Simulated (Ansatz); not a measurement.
**The perfect Rh wire along [110], 8 atoms a period**

Wanted: the relaxed geometry and the bands of the Rh wire along [110], 8 atoms a period.

Method: DFT PBE, plane waves, PAW; relaxation of a wire's period; PAW set soft_1, in the first sound run; inputs show where later runs differ, in Ansatz 0.2.0.

**1. Starting point**

The cell holds 8 atoms: 8 Rh. Its edges and angles: a = 10.630 Å, b = 12.216 Å, c = 2.708 Å, α = 90.0°, β = 90.0°, γ = 90.0°. Vacuum lies along a and b. The structure's axis is c.

**2. Relaxation of atoms and period**

Band widths follow the bond lengths, so the wire is relaxed first. The atoms and the third cell vector are free; the box across stays fixed as vacuum. A Fermi-Dirac smearing is set since the result may be a metal. The pressure printed is a third of the stress's trace over the whole box, vacuum included; only the stress along the axis is relaxed.

The input, input.yaml:

```yaml
crystal:
  lattice:
    - [10.63, 0.0, 0.0]
    - [0.0, 12.216, 0.0]
    - [0.0, 0.0, 2.7082189719]
  atoms:
    - { symbol: Rh, position: [0.319849483, 0.27832351, 0.0] }
    - { symbol: Rh, position: [0.319849483, 0.500017925, 0.0] }
    - { symbol: Rh, position: [0.680150517, 0.27832351, 0.0] }
    - { symbol: Rh, position: [0.680150517, 0.500017925, 0.0] }
    - { symbol: Rh, position: [0.5, 0.389170718, 0.5] }
    - { symbol: Rh, position: [0.5, 0.610865132, 0.5] }
    - { symbol: Rh, position: [0.319849483, 0.72171234, 0.0] }
    - { symbol: Rh, position: [0.680150517, 0.72171234, 0.0] }
kpoints:
  mp_grid: { grid: [1, 1, 30] }
scf:
  occupations: { method: fermi_dirac, width: 0.05 }
hamiltonian:
  xc: pbe
  pseudopotentials: { kind: paw, azcp: { folder: soft_1 } }
relax:
  cell: { fix: [a, b, alpha, beta, gamma] }
  max_steps: 45
  f_tol: 0.03
```

Run with:

```
$ ansatz run input.yaml --threads 4 --pin off --max-ram 16384MiB --backend cpu --events-out ev --progress --plain --runs-dir out
```

Numbers of over 12 decimals in the logs are rounded to 6 here.

Log:

```text
Engine: ansatz 0.2.0, x86_64-unknown-linux-gnu
Pseudopotentials: kind: paw
Pseudopotential: Rh, paw, valence charge 17, recommended cutoff 420 eV (normal), soft_1/Rh.paw.azcp
Functional definition: PBE
  parameter kappa = 0.804
  parameter beta = 0.066725
  exchange = pbe_x(kappa = kappa, mu = beta*pi^2/3)
  correlation = pbe_c(beta = beta)
Crystal: 8 atoms, lattice volume = 351.679 Å³
Basis set: ecut = 420 eV, 6927 PW (Γ), exchange–correlation on 144×180×40 points (8 copies of the dense FFT grid, shifted against one another)
Bands: 82, of which v1, the nominal top of the filled ones, is band 68 counted from 1 (67 counted from 0)
Symmetry: 8 space group operations
Space group: Pmmm (ITA 47), of the structure as read, at distance tolerance 7.1e-5 Å
k-points: 16 of 30
Non-local potential: Rh, projectors of the file, l = 0: 3, l = 1: 2, l = 2: 2, l = 3: 1
PAW form: soft (Blöchl's): semilocal exchange-correlation on the pseudo side does not see the compensation charge
PAW one-centre angular grid: Rh, 590 points (default); XC on 64 Gauss nodes
Initial density: superposition of atomic densities (neutral atoms: chi_scale 0, normalization atom)
Initial wavefunctions: pseudopotential atomic-orbital guess
Functional: x = pbe(κ = 0.804, μ = 0.219515), c = pbe(β = 0.066725)
SCF iter   1: F=—  HF=-51215.705534 eV  |F-HF|=—  |Δ(HF+E_count)|=         —  Δρ=4.98e-2  dr2=1.28e1  ethr=3.10e-3  ⟨swp⟩=6.6  Hψ=4863  notcnv=0  defer=3
preconditioner: auto → LDOS  [metal: Δε(μ)=0.009 eV  Ē_g=4.362 eV  σ=0.050 eV  W_gap=0.04  n_scr=52 (ndim 8)  ℏωp=16.8 eV  f_vac=0.511  D(μ)=15.54/eV (n_scr^D=136)  β→1.0]
SCF iter   2: F=—  HF=-51217.623563 eV  |F-HF|=—  |Δ(HF+E_count)|=    1.92e0  Δρ=6.29e-2  dr2=2.37e1  ethr=3.10e-3  ⟨swp⟩=3.6  Hψ=3574  notcnv=0  defer=32
SCF iter   3: F=—  HF=-51212.392084 eV  |F-HF|=—  |Δ(HF+E_count)|=    5.23e0  Δρ=1.32e-2  dr2=9.06e-1  ethr=3.10e-3  ⟨swp⟩=2.9  Hψ=2950  notcnv=0  defer=30
SCF iter   4: F=—  HF=-51212.245612 eV  |F-HF|=—  |Δ(HF+E_count)|=   1.46e-1  Δρ=4.28e-3  dr2=5.87e-2  ethr=6.66e-4  ⟨swp⟩=2.1  Hψ=2185  notcnv=0  defer=30
SCF iter   5: F=—  HF=-51212.240814 eV  |F-HF|=—  |Δ(HF+E_count)|=   4.80e-3  Δρ=1.29e-3  dr2=5.67e-3  ethr=4.32e-5  ⟨swp⟩=2.1  Hψ=2094  notcnv=0  defer=27
SCF iter   6: F=—  HF=-51212.241014 eV  |F-HF|=—  |Δ(HF+E_count)|=   2.00e-4  Δρ=5.57e-4  dr2=1.69e-3  ethr=4.17e-6  ⟨swp⟩=2.0  Hψ=2008  notcnv=0  defer=27
SCF iter   7: F=—  HF=-51212.240889 eV  |F-HF|=—  |Δ(HF+E_count)|=   1.25e-4  Δρ=2.01e-4  dr2=2.15e-4  ethr=1.24e-6  ⟨swp⟩=2.0  Hψ=1859  notcnv=0  defer=27
SCF iter   8: F=—  HF=-51212.240881 eV  |F-HF|=—  |Δ(HF+E_count)|=   7.73e-6  Δρ=7.45e-5  dr2=1.72e-5  ethr=1.58e-7  ⟨swp⟩=2.0  Hψ=1856  notcnv=0  defer=27
SCF iter   9: F=—  HF=-51212.241132 eV  |F-HF|=—  |Δ(HF+E_count)|=   2.51e-4  Δρ=3.32e-5  dr2=6.02e-6  ethr=1.26e-8  ⟨swp⟩=2.4  Hψ=1981  notcnv=0  defer=27
SCF iter  10: F=—  HF=-51212.241133 eV  |F-HF|=—  |Δ(HF+E_count)|=   8.68e-7  Δρ=1.12e-5  dr2=5.04e-7  ethr=4.43e-9  ⟨swp⟩=2.0  Hψ=1861  notcnv=0  defer=27
SCF iter  11: F=—  HF=-51212.241133 eV  |F-HF|=—  |Δ(HF+E_count)|=   1.35e-7  Δρ=5.57e-6  dr2=2.62e-7  ethr=7.35e-11  ⟨swp⟩=5.0  Hψ=4622  notcnv=0
SCF iter  12: F=-51212.241133 eV  HF=-51212.241133 eV  |F-HF|=1.31e-8  |Δ(HF+E_count)|=   3.51e-9  Δρ=2.34e-6  dr2=2.57e-8  ethr=7.35e-11  ⟨swp⟩=3.0  Hψ=4199  notcnv=0
SCF 1 converged in 12 iterations: F = -51212.241133 eV  dr2 = 2.57e-8
  greatest PAW one-centre occupation: 1.000 electrons in one spin orbital (limit 2), on the Rh atom at site 5 (counted from 0), in its partial waves of l = 0
relax step   1: F+E_penalty+E_count = -51212.24113298 eV  Δ(F+E_penalty+E_count) = +0.000e0 eV  max|allowed force component| = 1.484e0 eV/Å  Δτ_max = 0.0000 Å  P = -5.887 GPa  Ω = 351.679 Å³  fix = [a, b, alpha, beta, gamma]  reactions: a -3.606, b -6.140 GPa  (12 SCF iters, dr2 threshold 1.00e-7 eV, accepted)
Crystal: 8 atoms, lattice volume = 337.103 Å³
Basis set: ecut = 420 eV, 6615 PW (Γ), exchange–correlation on 144×180×40 points (8 copies of the dense FFT grid, shifted against one another)
Initial density: handed on by an earlier stage of this run
Initial wavefunctions: those handed on with the density
SCF iter   1: F=—  HF=-51213.503331 eV  |F-HF|=—  |Δ(HF+E_count)|=         —  Δρ=2.37e-2  dr2=4.42e0  ethr=3.10e-3  ⟨swp⟩=6.6  Hψ=4747  notcnv=0  defer=3
preconditioner: auto → LDOS  [metal: Δε(μ)=0.010 eV  Ē_g=4.720 eV  σ=0.050 eV  W_gap=0.05  n_scr=50 (ndim 8)  ℏωp=17.2 eV  f_vac=0.549  D(μ)=15.27/eV (n_scr^D=128)  β→1.0]
SCF iter   2: F=—  HF=-51213.328717 eV  |F-HF|=—  |Δ(HF+E_count)|=   1.75e-1  Δρ=8.92e-3  dr2=3.19e-1  ethr=3.10e-3  ⟨swp⟩=2.0  Hψ=1659  notcnv=0  defer=29
SCF iter   3: F=—  HF=-51213.334511 eV  |F-HF|=—  |Δ(HF+E_count)|=   5.79e-3  Δρ=5.64e-3  dr2=1.96e-1  ethr=2.35e-4  ⟨swp⟩=3.1  Hψ=2785  notcnv=0  defer=29
SCF iter   4: F=—  HF=-51213.301982 eV  |F-HF|=—  |Δ(HF+E_count)|=   3.25e-2  Δρ=1.83e-3  dr2=2.27e-2  ethr=1.44e-4  ⟨swp⟩=2.0  Hψ=2054  notcnv=0  defer=29
SCF iter   5: F=—  HF=-51213.300371 eV  |F-HF|=—  |Δ(HF+E_count)|=   1.61e-3  Δρ=6.28e-4  dr2=2.41e-3  ethr=1.67e-5  ⟨swp⟩=2.0  Hψ=2065  notcnv=0  defer=29
SCF iter   6: F=—  HF=-51213.300362 eV  |F-HF|=—  |Δ(HF+E_count)|=   9.12e-6  Δρ=1.58e-4  dr2=2.45e-4  ethr=1.77e-6  ⟨swp⟩=2.2  Hψ=2009  notcnv=0  defer=29
SCF iter   7: F=—  HF=-51213.300668 eV  |F-HF|=—  |Δ(HF+E_count)|=   3.06e-4  Δρ=6.60e-5  dr2=1.51e-5  ethr=1.80e-7  ⟨swp⟩=2.1  Hψ=1896  notcnv=0  defer=29
SCF iter   8: F=—  HF=-51213.300673 eV  |F-HF|=—  |Δ(HF+E_count)|=   5.04e-6  Δρ=1.84e-5  dr2=1.99e-6  ethr=1.11e-8  ⟨swp⟩=2.5  Hψ=1891  notcnv=0  defer=29
SCF iter   9: F=-51213.300673 eV  HF=-51213.300673 eV  |F-HF|=3.89e-9  |Δ(HF+E_count)|=   3.40e-7  Δρ=7.57e-6  dr2=3.33e-7  ethr=5.88e-10  ⟨swp⟩=5.0  Hψ=4710  notcnv=0
SCF 2 converged in 9 iterations: F = -51213.300673 eV  dr2 = 3.33e-7
relax step   2: F+E_penalty+E_count = -51213.30067310 eV  Δ(F+E_penalty+E_count) = -1.060e0 eV  max|allowed force component| = 4.957e-1 eV/Å  Δτ_max = 0.1949 Å  P = +1.406 GPa  Ω = 337.103 Å³  energy of the carried Pulay correction = +2.676e-3 eV  fix = [a, b, alpha, beta, gamma]  reactions: a +2.491, b +0.475 GPa  (9 SCF iters, dr2 threshold 8.00e-7 eV, accepted)
Crystal: 8 atoms, lattice volume = 336.468 Å³
Basis set: ecut = 420 eV, 6599 PW (Γ), exchange–correlation on 144×180×40 points (8 copies of the dense FFT grid, shifted against one another)
iter 1 solved again at ethr=8.77e-5 eV; its pass at ethr=3.10e-3 eV (dr2=1.19e-1 eV) is discarded
[...]
SCF iter   5: F=—  HF=-51213.438129 eV  |F-HF|=—  |Δ(HF+E_count)|=   2.35e-5  Δρ=1.35e-4  dr2=9.18e-5  ethr=7.49e-7  ⟨swp⟩=2.0  Hψ=1887  notcnv=0  defer=2
SCF iter   6: F=—  HF=-51213.438380 eV  |F-HF|=—  |Δ(HF+E_count)|=   2.51e-4  Δρ=5.79e-5  dr2=3.36e-5  ethr=6.75e-8  ⟨swp⟩=2.4  Hψ=1954  notcnv=0  defer=2
SCF iter   7: F=—  HF=-51213.438381 eV  |F-HF|=—  |Δ(HF+E_count)|=   1.01e-6  Δρ=1.94e-5  dr2=1.42e-6  ethr=2.47e-8  ⟨swp⟩=2.0  Hψ=1887  notcnv=0  defer=2
SCF iter   8: F=-51213.438382 eV  HF=-51213.438382 eV  |F-HF|=5.60e-8  |Δ(HF+E_count)|=   4.12e-7  Δρ=5.94e-6  dr2=1.76e-7  ethr=5.88e-10  ⟨swp⟩=5.0  Hψ=4698  notcnv=0
SCF 3 converged in 8 iterations: F = -51213.438382 eV  dr2 = 1.76e-7
relax step   3: F+E_penalty+E_count = -51213.43838183 eV  Δ(F+E_penalty+E_count) = -1.377e-1 eV  max|allowed force component| = 1.262e-1 eV/Å  Δτ_max = 0.1033 Å  P = -0.058 GPa  Ω = 336.468 Å³  energy of the carried Pulay correction = +2.795e-3 eV  fix = [a, b, alpha, beta, gamma]  reactions: a +0.157, b -0.503 GPa  (8 SCF iters, dr2 threshold 8.00e-7 eV, accepted)
[...]
relax step   4: F+E_penalty+E_count = -51213.47853091 eV  Δ(F+E_penalty+E_count) = -4.015e-2 eV  max|allowed force component| = 1.507e-1 eV/Å  Δτ_max = 0.0920 Å  P = -0.200 GPa  Ω = 336.373 Å³  energy of the carried Pulay correction = +2.813e-3 eV  fix = [a, b, alpha, beta, gamma]  reactions: a -0.210, b -0.540 GPa  (8 SCF iters, dr2 threshold 8.00e-7 eV, accepted)
[...]
relax step   5: F+E_penalty+E_count = -51213.48162577 eV  Δ(F+E_penalty+E_count) = -3.095e-3 eV  max|allowed force component| = 1.698e-1 eV/Å  Δτ_max = 0.0342 Å  P = +0.321 GPa  Ω = 337.399 Å³  energy of the carried Pulay correction = +2.621e-3 eV  fix = [a, b, alpha, beta, gamma]  reactions: a +0.146, b +0.724 GPa  (7 SCF iters, dr2 threshold 8.00e-7 eV, accepted)
[...]
relax step   6: F+E_penalty+E_count = -51213.48775034 eV  Δ(F+E_penalty+E_count) = -6.125e-3 eV  max|allowed force component| = 2.336e-2 eV/Å  Δτ_max = 0.0291 Å  P = -0.058 GPa  Ω = 337.441 Å³  energy of the carried Pulay correction = +2.613e-3 eV  fix = [a, b, alpha, beta, gamma]  reactions: a -0.046, b -0.020 GPa  (7 SCF iters, dr2 threshold 8.00e-7 eV, accepted)
[...]
relax step   7: F+E_penalty+E_count = -51213.48800292 eV  Δ(F+E_penalty+E_count) = -2.526e-4 eV  max|allowed force component| = 1.409e-2 eV/Å  Δτ_max = 0.0044 Å  P = +0.008 GPa  Ω = 337.139 Å³  energy of the carried Pulay correction = +2.669e-3 eV  fix = [a, b, alpha, beta, gamma]  reactions: a -0.063, b +0.069 GPa  (7 SCF iters, dr2 threshold 2.95e-8 eV, accepted)
Basis set: ecut = 420 eV, 6615 PW (Γ), exchange–correlation on 144×180×36 points (8 copies of the dense FFT grid, shifted against one another)
Initial wavefunctions: pseudopotential atomic-orbital guess (no wavefunctions were taken with the density)
iter 1 solved again at ethr=6.89e-7 eV; its pass at ethr=3.10e-3 eV (dr2=9.37e-4 eV) is discarded
SCF iter   1: F=—  HF=-51213.483759 eV  |F-HF|=—  |Δ(HF+E_count)|=         —  Δρ=9.99e-5  dr2=5.86e-6  ethr=6.89e-7  ⟨swp⟩=4.2  Hψ=9088  notcnv=0
preconditioner: auto → LDOS  [metal: Δε(μ)=0.019 eV  Ē_g=4.641 eV  σ=0.050 eV  W_gap=0.09  n_scr=50 (ndim 8)  ℏωp=17.2 eV  f_vac=0.543  D(μ)=14.85/eV (n_scr^D=120)  β→1.0]
SCF iter   2: F=—  HF=-51213.484394 eV  |F-HF|=—  |Δ(HF+E_count)|=   6.35e-4  Δρ=4.19e-5  dr2=3.48e-6  ethr=4.31e-9  ⟨swp⟩=2.9  Hψ=2734  notcnv=0
SCF iter   3: F=—  HF=-51213.484393 eV  |F-HF|=—  |Δ(HF+E_count)|=   9.73e-7  Δρ=1.14e-5  dr2=3.70e-7  ethr=2.56e-9  ⟨swp⟩=2.0  Hψ=2314  notcnv=0
SCF iter   4: F=—  HF=-51213.484393 eV  |F-HF|=—  |Δ(HF+E_count)|=   6.16e-8  Δρ=3.16e-6  dr2=3.92e-8  ethr=2.72e-10  ⟨swp⟩=2.6  Hψ=2414  notcnv=0
SCF iter   5: F=—  HF=-51213.484393 eV  |F-HF|=—  |Δ(HF+E_count)|=   6.08e-9  Δρ=8.62e-7  dr2=2.19e-9  ethr=2.88e-11  ⟨swp⟩=2.8  Hψ=2173  notcnv=0
SCF iter   6: F=—  HF=-51213.484393 eV  |F-HF|=—  |Δ(HF+E_count)|=  7.71e-10  Δρ=3.20e-7  dr2=5.04e-10  ethr=1.61e-12  ⟨swp⟩=2.4  Hψ=2252  notcnv=0
SCF iter   7: F=-51213.484393 eV  HF=-51213.484393 eV  |F-HF|=5.82e-11  |Δ(HF+E_count)|=  1.46e-11  Δρ=8.21e-8  dr2=5.37e-11  ethr=1.00e-12  ⟨swp⟩=3.9  Hψ=5235  notcnv=0
SCF 8 converged in 7 iterations: F = -51213.484393 eV  dr2 = 5.37e-11
relax step   8: F+E_penalty+E_count = -51213.48439272 eV  Δ(F+E_penalty+E_count) = +3.610e-3 eV  max|allowed force component| = 1.358e-2 eV/Å  Δτ_max = 0.0000 Å  P = +0.022 GPa  Ω = 337.139 Å³  fix = [a, b, alpha, beta, gamma]  reactions: a -0.053, b +0.082 GPa  stress off target by 3.57e-2 GPa on what of the cell is left free  SCF on the basis re-selected at this cell (its energy is not comparable with the rows above)  (7 SCF iters)
basis re-selected at this cell: Δ(F+E_penalty+E_count) = +3.610e-3 eV, ΔP = +0.013 GPa vs the last step (what re-selecting the basis moved, of the pressure what is left beyond the Pulay correction that the steps carried, after the strain that the cell walked since its last selection, with what the two solves' SCF thresholds leave and, on support functions, any second-order correction that the steps lacked; it is no measure of the basis error at this ecutwfc). The dense FFT grid was sized anew with the basis: this SCF ran on 72×90×18 points, the steps before it on 72×90×20, so part of this shift can come from that change (see relax.cell in the input reference). [rest of the remark cut]
SCF converged after 7 iterations
Free energy (F): -51213.484393 eV
Harris-Foulkes:  -51213.484393 eV  (|F-HF|=5.82e-11)
Internal energy: -51213.361855 eV  (E = F + TS)
E sigma→0 (E₀):  -51213.423124 eV
Entropy (-TS):   -0.122537 eV (-15.317 meV/atom)
Fermi energy:    4.262590 eV
--- Per-component energies (eV) ---
  E_band       = -3070.296736
  E_kinetic    = 4293.064594
  E_local      = -63999.091703  (includes V_loc(G=0)·N_el)
  E_nonlocal   = 2403.934015
  E_hartree    = 29281.378452
  E_xc         = -1601.835690
  E_vxc        = -2008.114023  (∫ρ·V_xc dr)
  E_paw        = -28833.962398  (= ΣΔE_a)
  E_vpaw       = -2322.848207  (= ΣTr[D̂ρ^β])
  E_aug_tail   = 0.000579  (compensation charges beyond the density's cutoff)
  E_ewald      = 7243.150295
  E_smearing   = -0.122537  (= −TS)
  E_closure    = 0.000000  (closes the sum)
  Σ components = -51213.484393   (vs F -51213.484393, Δ=0.00e0)
--- Forces (eV/Å), atoms counted from 1 ---
  atom   1  Rh    -0.00244186    -0.00443721     0.00000000
  atom   2  Rh     0.01357690     0.00000000     0.00000000
  atom   3  Rh     0.00244186    -0.00443721     0.00000000
  atom   4  Rh    -0.01357690     0.00000000     0.00000000
  atom   5  Rh     0.00000000     0.01130347     0.00000000
  atom   6  Rh     0.00000000    -0.01130347     0.00000000
  atom   7  Rh    -0.00244186     0.00443721     0.00000000
  atom   8  Rh     0.00244186     0.00443721     0.00000000
  max |Σ_I F_I| component: 3.90e-18 eV/Å
--- Stress (GPa, compression-positive) ---
       -0.052513       0.000000       0.000000
        0.000000       0.081706       0.000000
        0.000000       0.000000       0.035745
  P = ⅓ Tr σ = 0.0216 GPa (0.216 kbar)
--- Relaxed structure (7 steps of the walk, 7 accepted, 1 SCFs on fresh bases) ---
  F+E_penalty+E_count = -51213.48439272 eV   max|allowed force component| = 1.358e-2 eV/Å   (the final SCF, on the basis selected at the relaxed cell)
  cell:  # Å, volume = 337.1389 Å³
    - [10.63, 0.0, 0.0]
    - [0.0, 12.216, 0.0]
    - [0.0, 0.0, 2.596251]
  atoms:
    - { symbol: Rh, position: [0.307002, 0.301066, 0.0] }
    - { symbol: Rh, position: [0.327778, 0.500017925, 0.0] }
    - { symbol: Rh, position: [0.692998, 0.301066, 0.0] }
    - { symbol: Rh, position: [0.672222, 0.500017925, 0.0] }
    - { symbol: Rh, position: [0.500000, 0.378875, 0.500000] }
    - { symbol: Rh, position: [0.500000, 0.621161, 0.500000] }
    - { symbol: Rh, position: [0.307002, 0.698969, 0.0] }
    - { symbol: Rh, position: [0.692998, 0.698969, 0.0] }
```

The job ended after 31 s (4 threads of Intel Xeon 6975P-C (Granite Rapids), shared host; peak memory 1.1 GiB; 1.9 min of CPU time).

(Continued in part 2 of 2.)

[Logs are printed without paths, hosts, clocks, repeated set-up lines and the standing remarks that a program may print on its own settings, such as how far it seeks lower states.]

[Hosts, paths, dates, database ids (printed as entryN), source tags and the programs' standing remarks are cut or masked in the printed files.]
